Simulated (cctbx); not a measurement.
## Diagnosing a refinement

Cell a = 23.0690 Å, b = 4.0620 Å, c = 10.6210 Å, α = 90.00°, β = 91.65°, γ = 90.00°; space group C2/m (no. 12).

The data are simulated with cctbx, not measured: Mo Kα, λ = 0.71073 Å, to d = 0.77 Å, 70 % of the full sphere, strongest reflection 70000 counts, noise from counting, a 2 % proportional error and a noise floor of 2 counts (s.d.); no absorption.

An anisotropic refinement with weights 1/σ² prints:

```text
Rint 0.013, 164 unique reflections to 1.60 A
cycle     R1     wR2    GooF  max shift (A)
   1  0.0225  0.0631   3.946   0.02483
   3  0.0062  0.0143   0.892   0.00012
final R1 0.0062 wR2 0.0143 GooF 0.892  parameters 78  data/parameter 2.1
atom        x        y        z      Ueq    occ   su(xyz)  su(Uiso or U11)
Yb1    0.35388  0.00000  0.89735   0.0284  1.000  0.00007  0.0007
Tm1    0.02529  0.50000  0.82822   0.0093  1.000  0.00007  0.0008
Tm2    0.32414  0.50000  0.45169   0.0131  1.000  0.00007  0.0008
Ga1    0.43664  0.50000  0.73442   0.0343  1.000  0.00018  0.0017
Ga2    0.07938  0.50000  0.58339   0.0460  1.000  0.00021  0.0016
Ga3    0.13590  0.00000  0.88664   0.0347  1.000  0.00018  0.0019
Ga4    0.25593  0.50000  0.74209   0.0324  1.000  0.00017  0.0018
Si1    0.44902  0.50000  0.96678   0.0472  1.000  0.00045  0.0045
Si2    0.20895  0.50000  0.35469   0.0391  1.000  0.00048  0.0048
Si3    0.47745  0.50000  0.39529   0.0337  1.000  0.00047  0.0048
Si4    0.15153  0.50000  0.76606   0.0601  1.000  0.00051  0.0056
Si5    0.39508  0.00000  0.63515   0.0266  1.000  0.00045  0.0041
Si6    0.27640  0.50000  0.97787   0.0428  1.000  0.00046  0.0044
difference map: max 0.16 min -0.16 rms 0.05
Q1    0.1813  0.5000  0.5600    4    0.16  2.04 A from Tm2
Q2    0.0224  0.0000  0.7806    4    0.15  1.87 A from Si3
Q3    0.1009  0.0000  0.5230    4    0.15  1.74 A from Tm2
Q4    0.1475  0.0000  0.3024    4    0.15  1.97 A from Ga1
Q5    0.0338  0.5000  0.9828    4    0.14  1.65 A from Tm1
Q6    0.2500  0.2500  0.5000    4    0.12  2.06 A from Si2
```

Q: Accept it or mend it, and why?

Mend it. The fault: data cut at low resolution. Against the right model at the same level, R1 goes from 0.0103 to 0.0062 and GooF from 0.93 to 0.89. The atoms are right, but there are too few data for the parameters: R1 flatters and the s.u.s grow. Data per parameter fall from 16.3 to 2.1.

The compound is YbTm2Ga4Si6. The right model at the same level gives:

```text
Rint 0.018, 1271 unique reflections to 0.77 A
cycle     R1     wR2    GooF  max shift (A)
   1  0.0591  0.1501   5.797   0.02693
   3  0.0103  0.0241   0.931   0.00016
final R1 0.0103 wR2 0.0241 GooF 0.931  parameters 78  data/parameter 16.3
atom        x        y        z      Ueq    occ   su(xyz)  su(Uiso or U11)
Yb1    0.35392  0.00000  0.89729   0.0286  1.000  0.00002  0.0001
Tm1    0.02529  0.50000  0.82830   0.0099  1.000  0.00001  0.0001
Tm2    0.32410  0.50000  0.45171   0.0136  1.000  0.00001  0.0001
Ga1    0.43667  0.50000  0.73448   0.0348  1.000  0.00006  0.0003
Ga2    0.07941  0.50000  0.58337   0.0451  1.000  0.00007  0.0003
Ga3    0.13599  0.00000  0.88663   0.0357  1.000  0.00005  0.0003
Ga4    0.25605  0.50000  0.74212   0.0311  1.000  0.00005  0.0003
Si1    0.44879  0.50000  0.96642   0.0462  1.000  0.00014  0.0007
Si2    0.20901  0.50000  0.35444   0.0390  1.000  0.00015  0.0007
Si3    0.47736  0.50000  0.39488   0.0340  1.000  0.00012  0.0008
Si4    0.15197  0.50000  0.76544   0.0685  1.000  0.00023  0.0015
Si5    0.39506  0.00000  0.63487   0.0276  1.000  0.00011  0.0006
Si6    0.27660  0.50000  0.97826   0.0427  1.000  0.00015  0.0008
difference map: max 0.60 min -0.58 rms 0.12
Q1    0.2302  0.5000  0.1772    4    0.63  1.96 A from Si2
Q2    0.0000  0.5000  0.5000    2    0.53  2.01 A from Ga2
Q3    0.0381  0.5000  0.3465    4    0.51  1.55 A from Si5
Q4    0.2056  0.5000  0.2859    4    0.48  0.73 A from Si2
Q5    0.1675  0.0000  0.2935    4    0.47  1.81 A from Ga4
Q6    0.0903  0.0000  0.5018    4    0.47  1.93 A from Si3
```

Isotropic U is held between 0.0001 and 1 Å² by the program, and listed peak heights are interpolated, so they can pass the grid's maximum.

The model is made up (kin elements in a known structure type, no relaxation), so it says nothing on whether the phase exists.

[Middle refinement cycles are left out of these outputs.]

[Logs are printed without paths, hosts, clocks, repeated set-up lines and the standing remarks that a program may print on its own settings, such as how far it seeks lower states.]
